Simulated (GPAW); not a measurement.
# benzene-1,4-diselenol between two Cu chains: relaxation, then transmission at several levels, part 2 of 2

How well does benzene-1,4-diselenol between two Cu chains conduct once its atoms have relaxed, and how much do cheaper levels lose?

GPAW 26.7.0; GPAW LCAO, PAW setups; relaxation of the junction within the symmetry of its start, lead ends held (the session's first sound run).

So far, transmission at the Fermi level (one spin): step 3 (double-zeta polarised basis, PBE, GPAW) 0.330; step 4 (basis szp(dzp), PBE, GPAW) 0.281; step 5 (basis sz(dzp), PBE, GPAW) 0.235; step 6 (RPBE) 0.317.

## Step 7: Without the relaxation: geometry = "as built"

The dzp basis with PBE on the structure as first built shows what the relaxation was worth.

Input file run.py:

```python
import json
import numpy as np
from ase import Atoms
from ase.transport.calculators import TransportCalculator
from gpaw import GPAW, FermiDirac
from gpaw.lcao.tools import get_lcao_hamiltonian
from scipy.linalg import eigh

# The junction with lead layers at both ends, along the third cell vector
device = Atoms(
    ['Cu', 'Cu', 'Cu', 'Cu', 'Cu', 'Cu', 'Se', 'C', 'H', 'H', 'C', 'C', 'C', 'C', 'H', 'H', 'C', 'Se', 'Cu', 'Cu', 'Cu', 'Cu', 'Cu', 'Cu'],
    positions=[
        [5.40150, 5.63313, 1.15000],
        [5.40150, 5.63313, 3.45000],
        [5.40150, 5.63313, 5.75000],
        [5.40150, 5.63313, 8.05000],
        [5.40150, 5.63313, 10.35000],
        [5.40150, 5.63313, 12.65000],
        [5.40150, 3.25144, 13.26572],
        [5.40150, 3.25000, 15.18474],
        [3.25000, 3.25068, 15.34850],
        [7.55301, 3.25068, 15.34850],
        [4.18982, 3.25009, 15.88555],
        [6.61319, 3.25008, 15.88555],
        [4.18982, 3.25009, 17.28423],
        [6.61319, 3.25009, 17.28423],
        [3.25000, 3.25068, 17.82127],
        [7.55301, 3.25068, 17.82127],
        [5.40150, 3.25000, 17.98503],
        [5.40150, 3.25144, 19.90405],
        [5.40150, 5.63313, 20.51977],
        [5.40150, 5.63313, 22.81977],
        [5.40150, 5.63313, 25.11977],
        [5.40150, 5.63313, 27.41977],
        [5.40150, 5.63313, 29.71977],
        [5.40150, 5.63313, 32.01977]],
    cell=[[10.80301, 0.0, 0.0], [0.0, 11.26627, 0.0], [0.0, 0.0, 33.16977]],
    pbc=True)

# One principal layer of the lead: the first 3 atoms of the device
lead = Atoms(
    ['Cu', 'Cu', 'Cu'],
    positions=[
        [5.40150, 5.63313, 1.15000],
        [5.40150, 5.63313, 3.45000],
        [5.40150, 5.63313, 5.75000]],
    cell=[[10.80301, 0.0, 0.0], [0.0, 11.26627, 0.0], [0.0, 0.0, 6.9]],
    pbc=True)

settings = dict(mode='lcao', basis='dzp', xc='PBE', h=0.2,
                occupations=FermiDirac(0.1), maxiter=250,
                mixer=dict(beta=0.1, nmaxold=8, weight=100.0),
                convergence=dict(density=0.0001))
energies = np.arange(-2, 2 + 1e-9, 0.025)
eta = 0.0001
n1, n2 = 1, 1
# k and -k transmit alike, so half of the mesh across the current serves
mesh = [(i, j) for i in range(n1) for j in range(n2) if (i, j) <= (-i % n1, -j % n2)]
weights = np.array([1 if (i, j) == (-i % n1, -j % n2) else 2 for i, j in mesh]) / (n1 * n2)

# [... helper functions left out ...]
fermi_lead = ground_state(lead, (1, 1, 16), 'lead.txt')
fermi_device = ground_state(device, (1, 1, 3), 'device.txt')
# [... loop over the mesh left out, but for ...]
        # Shift the lead onto the potential of the device's first layer
        shift = ((H[:, 0, 0] - H0[:, 0, 0]) / S0[0, 0]).real.mean()
# [...]
kT = 8.617333e-5 * 300
bias = [0.1, 0.2, 0.5, 1.0, 1.5, 2.0]
# [... integrals and printing left out ...]
```

Command:

```bash
OMP_NUM_THREADS=1 OPENBLAS_NUM_THREADS=1 python run.py
```

Wall time 71 s (1 thread of Arm Neoverse V2, shared host); peak memory 1.5 GiB.

Numbers from this step:

```yaml
conductance: 0.3462 G₀
largest_coupling_past_the_next_principal_layer: 4.59e-5 eV
largest_misfit_of_the_first_principal_layer: 0.01340 eV
shift_that_aligns_the_lead: 0.005576 eV
transmission_at_the_fermi_level_one_spin: 0.3477
```

One spin. The transmission, zone mean by energy, zero at the Fermi level:

```
energy (eV)  transmission, zone mean
     -2.000                   1.1e-4
     -1.800                  0.00188
     -1.625                     1.56
     -1.600                    0.376
     -1.400                   0.0148
     -1.275                    0.988
     -1.200                    0.357
     -1.000                    0.254
     -0.800                    0.250
     -0.600                    0.250
     -0.425                     1.21
     -0.400                    0.896
     -0.300                     1.16
     -0.200                    0.301
      0.000                    0.348
      0.200                    0.375
      0.400                    0.359
      0.600                    0.305
      0.800                    0.230
      1.000                    0.154
      1.200                   0.0927
      1.400                   0.0516
      1.600                   0.0272
      1.800                   0.0141
      2.000                  0.00738
```

The conductance, 0.346 G₀, lies 5.1 % above that of the dzp run.

## Step 8: All levels side by side

Times are for 1 thread of Arm Neoverse V2, shared host. The runs compared:

```
no.       run  conductance (G₀)  time  memory (GiB)
  1       dzp            0.3294  69 s           1.5
  2       szp            0.2803  58 s           1.5
  3        sz            0.2349  46 s           1.4
  4  dzp RPBE            0.3162  71 s           1.5
  5   asbuilt            0.3462  71 s           1.5
```

## Step 9: Comparison

The curves are compared point by point over the common energies.

This step: comparison of transmission and cost over codes, levels and geometry (GPAW 26.7.0).

Ladder, by row:

```
    step  code  T at the Fermi level (sum over the listed spins)  conductance (G0)  r.m.s. T(E) from the first  wall time (s)  peak memory (GiB)  threads
     dzp  GPAW                                            0.3302            0.3294                           0          69.36               1.49        1
     szp  GPAW                                            0.2807            0.2803                      0.2111          58.09               1.47        1
      sz  GPAW                                            0.2347            0.2349                      0.2398          45.82                1.4        1
dzp-RPBE  GPAW                                            0.3169            0.3162                      0.0406          71.35               1.49        1
 asbuilt  GPAW                                            0.3477            0.3462                      0.2397          71.16               1.49        1
```

Transmission, zone mean, sum over the listed spins against energy, zero at the Fermi level:

```
energy (eV)      dzp      szp       sz  dzp-RPBE  asbuilt
     -2.000   0.0374   3.6e-5    0.615    0.0265   1.1e-4
     -1.900  0.00227    0.670   0.0558   0.00486  0.00603
     -1.800    0.344   0.0983   0.0229     0.398  0.00188
     -1.750    0.947   0.0549   0.0120     0.901   0.0326
     -1.700    0.363   0.0351  0.00199     0.322    0.419
     -1.600   0.0759  0.00872    0.841    0.0617    0.376
     -1.500  0.00252    0.101    0.151    6.9e-4   0.0657
     -1.425    0.258    0.911    0.103     0.290   0.0243
     -1.400    0.414    0.580   0.0942     0.469   0.0148
     -1.350    0.992    0.274    0.106     0.993   7.1e-4
     -1.300    0.689    0.175    0.112     0.710    0.427
     -1.200    0.380    0.157    0.118     0.376    0.357
     -1.100    0.312    0.158    0.130     0.308    0.270
     -1.000    0.286    0.171    0.139     0.279    0.254
     -0.900    0.275    0.178    0.136     0.264    0.254
     -0.800    0.263    0.171    0.130     0.254    0.250
     -0.700    0.253    0.162    0.126     0.247    0.247
     -0.600    0.257    0.166    0.132     0.258    0.250
     -0.500    0.463    0.260    0.172     0.582    0.310
     -0.400     1.18     1.16     1.11      1.16    0.896
     -0.375     1.19     1.14    0.891      1.21    0.777
     -0.350     1.24     1.14    0.842      1.20    0.849
     -0.325     1.13     1.18    1.000     0.902     1.12
     -0.300    0.802     1.13     1.14     0.591     1.16
     -0.200    0.310    0.334    0.221     0.288    0.301
     -0.100    0.333    0.291    0.250     0.320    0.316
      0.000    0.330    0.281    0.235     0.317    0.348
      0.100    0.322    0.270    0.227     0.309    0.366
      0.200    0.306    0.256    0.219     0.295    0.375
      0.300    0.285    0.238    0.211     0.276    0.372
      0.400    0.258    0.219    0.202     0.252    0.359
      0.500    0.230    0.200    0.194     0.225    0.336
      0.600    0.200    0.181    0.186     0.198    0.305
      0.700    0.172    0.164    0.178     0.170    0.268
      0.800    0.146    0.148    0.170     0.147    0.230
      0.900    0.122    0.134    0.172     0.122    0.190
      1.000    0.101    0.121    0.159     0.101    0.154
      1.100   0.0825    0.109    0.154    0.0828    0.121
      1.200   0.0668   0.0989    0.150    0.0670   0.0927
      1.300   0.0534   0.0895    0.148    0.0535   0.0697
      1.400   0.0422   0.0811    0.146    0.0422   0.0516
      1.500   0.0329   0.0737    0.146    0.0329   0.0376
      1.600   0.0254   0.0672    0.147    0.0253   0.0272
      1.700   0.0195   0.0618    0.151    0.0193   0.0196
      1.800   0.0148   0.0576    0.156    0.0147   0.0141
      1.900   0.0112   0.0546    0.166    0.0111   0.0102
      2.000  0.00856   0.0532    0.180   0.00839  0.00738
```

## Step 10: Potential alignment off

Without the shift, lead and junction are matched by their Fermi levels alone.

This step: GPAW LCAO, PAW setups; Landauer transmission from Green's functions with principal layers (ASE), zero bias (GPAW 26.7.0).

Edit run.py of step 7 so:

```diff
@@ -17,16 +17,16 @@
         [5.40150, 5.63313, 10.35000],
-        [5.40150, 5.63313, 12.65000],
-        [5.40150, 3.25144, 13.26572],
-        [5.40150, 3.25000, 15.18474],
-        [3.25000, 3.25068, 15.34850],
-        [7.55301, 3.25068, 15.34850],
-        [4.18982, 3.25009, 15.88555],
-        [6.61319, 3.25008, 15.88555],
-        [4.18982, 3.25009, 17.28423],
-        [6.61319, 3.25009, 17.28423],
-        [3.25000, 3.25068, 17.82127],
-        [7.55301, 3.25068, 17.82127],
-        [5.40150, 3.25000, 17.98503],
-        [5.40150, 3.25144, 19.90405],
-        [5.40150, 5.63313, 20.51977],
+        [5.40150, 5.35422, 12.65258],
+        [5.40150, 3.16678, 13.23812],
+        [5.40150, 3.34402, 15.15992],
+        [3.22288, 3.32572, 15.32591],
+        [7.58013, 3.32572, 15.32591],
+        [4.17971, 3.34720, 15.88327],
+        [6.62330, 3.34719, 15.88327],
+        [4.17971, 3.34720, 17.28651],
+        [6.62330, 3.34720, 17.28651],
+        [3.22288, 3.32572, 17.84386],
+        [7.58013, 3.32572, 17.84386],
+        [5.40150, 3.34402, 18.00985],
+        [5.40150, 3.16678, 19.93165],
+        [5.40150, 5.35422, 20.51719],
         [5.40150, 5.63313, 22.81977],
@@ -64,4 +64,4 @@
 # [... loop over the mesh left out, but for ...]
-        # Shift the lead onto the potential of the device's first layer
-        shift = ((H[:, 0, 0] - H0[:, 0, 0]) / S0[0, 0]).real.mean()
+        # Lead and device are aligned by their Fermi levels alone
+        shift = 0.0
 # [...]
```

Elapsed: 69 s, on 1 thread; peak memory 1.5 GiB.

Numbers from this step:

* conductance: 0.3309 G₀
* largest misfit of the first principal layer: 0.01475 eV
* shift that aligns the lead: 0 eV
* transmission at the Fermi level (one spin): 0.3318

One spin. The transmission, zone mean by energy, zero at the Fermi level:

energy (eV), transmission, zone mean and a bar:
```
   -2.000       0.04 #
   -1.800       0.34 ########
   -1.750       0.95 #######################
   -1.600       0.08 ##
   -1.400       0.41 ##########
   -1.350       0.99 ########################
   -1.200       0.37 #########
   -1.000       0.28 #######
   -0.800       0.27 ######
   -0.600       0.26 ######
   -0.400       1.19 #############################
   -0.350       1.24 ##############################
   -0.200       0.31 #######
    0.000       0.33 ########
    0.200       0.31 #######
    0.400       0.26 ######
    0.600       0.20 #####
    0.800       0.15 ###
    1.000       0.10 ##
    1.200       0.07 #
    1.400       0.04 #
    1.600       0.03 
    1.800       0.01 
    2.000       0.01
```

Not self-consistent under bias; the bias window is split evenly. Current through one cell, from the zero-bias transmission against bias:

```
bias (V)  current through one cell, from the zero-bias transmission (μA)
   0.100                                                            2.56
   0.200                                                            5.10
   0.500                                                            12.9
   1.000                                                            35.6
   1.500                                                            45.3
   2.000                                                            53.1
```

Transmission of the three most open eigenchannels against energy, zero at the Fermi level:

```
energy (eV)  channel 1  channel 2  channel 3
     -2.000     0.0374          0          0
     -1.900    0.00228          0          0
     -1.800      0.345    8.9e-12          0
     -1.700      0.362    0.00128     2.2e-4
     -1.600     0.0752     9.1e-4     2.5e-5
     -1.500    0.00217     3.3e-4     1.3e-5
     -1.400      0.412     5.4e-4     1.7e-5
     -1.300      0.687     2.1e-4     2.9e-5
     -1.200      0.372     1.5e-4     5.3e-5
     -1.100      0.313     1.0e-4     9.1e-5
     -1.000      0.285     2.1e-4     5.5e-5
     -0.900      0.274     4.8e-4     3.4e-5
     -0.800      0.264    0.00130     2.2e-5
     -0.700      0.250    0.00406     1.3e-5
     -0.600      0.237     0.0189     9.1e-6
     -0.500      0.235      0.229     4.9e-6
     -0.400      0.948      0.239     3.5e-6
     -0.300      0.551      0.261     2.3e-6
     -0.200      0.273     0.0349     1.1e-6
     -0.100      0.334    8.6e-12          0
      0.000      0.332          0          0
      0.100      0.323          0          0
      0.200      0.307          0          0
      0.300      0.284          0          0
      0.400      0.257          0          0
      0.500      0.229          0          0
      0.600      0.199          0          0
      0.700      0.171          0          0
      0.800      0.146          0          0
      0.900      0.122          0          0
      1.000      0.101          0          0
      1.100     0.0829          0          0
      1.200     0.0671          0          0
      1.300     0.0536          0          0
      1.400     0.0422          0          0
      1.500     0.0329          0          0
      1.600     0.0254          0          0
      1.700     0.0194          0          0
      1.800     0.0147          0          0
      1.900     0.0112          0          0
      2.000    0.00853          0          0
```

The conductance, 0.331 G₀, lies 0.5 % above that of the dzp run.

## Step 11: Results

- conductance: 0.329 G₀
- transmission at the Fermi level, mean of the spins: 0.330

**Reading.** In the dzp basis the junction conducts 0.329 G₀ at 300 K, with T = 0.330 a spin at the Fermi level; no smaller basis tried comes within 10 % of that conductance. Relaxation moved atoms by up to 0.28 Å and took the conductance from 0.346 to 0.329 G₀, as a ratio a smaller change than the step from dzp to the minimal basis. At the Fermi level one eigenchannel carries the current (0.33). Measured against the first run (dzp), the nearest curve is that of dzp-RPBE (r.m.s. 0.041) and the farthest that of sz (0.24). Over the compared runs wall time goes from 46 s (sz) to 71 s (dzp-RPBE), on a shared host. The leads kept an estimated spacing and the cell its length, so the junction may be under some tension or compression. The geometry comes from the orbital basis, which tends to overbind, and kept the symmetry of the start, so a structure of lower symmetry may lie lower. Semilocal functionals put molecular levels too near the Fermi level, so such conductances usually come out too high, and chain electrodes have a sharper density of states than real ones. An evenly spaced straight chain is an idealisation: free chains tend to dimerise, zigzag or, where a band edge lies near the Fermi level, turn magnetic. The currents use the zero-bias T(E) throughout, which holds only while the bias is small against the distance to the nearest feature. The thermopower isn't quoted: it samples T(E) farther from the Fermi level than the conductance does, and the energy grid wasn't tested for it.

[Logs are printed without paths, hosts, clocks, repeated set-up lines and the standing remarks that a program may print on its own settings, such as how far it seeks lower states.]

[Hosts, paths, dates, database ids (printed as entryN), source tags and the programs' standing remarks are cut or masked in the printed files.]
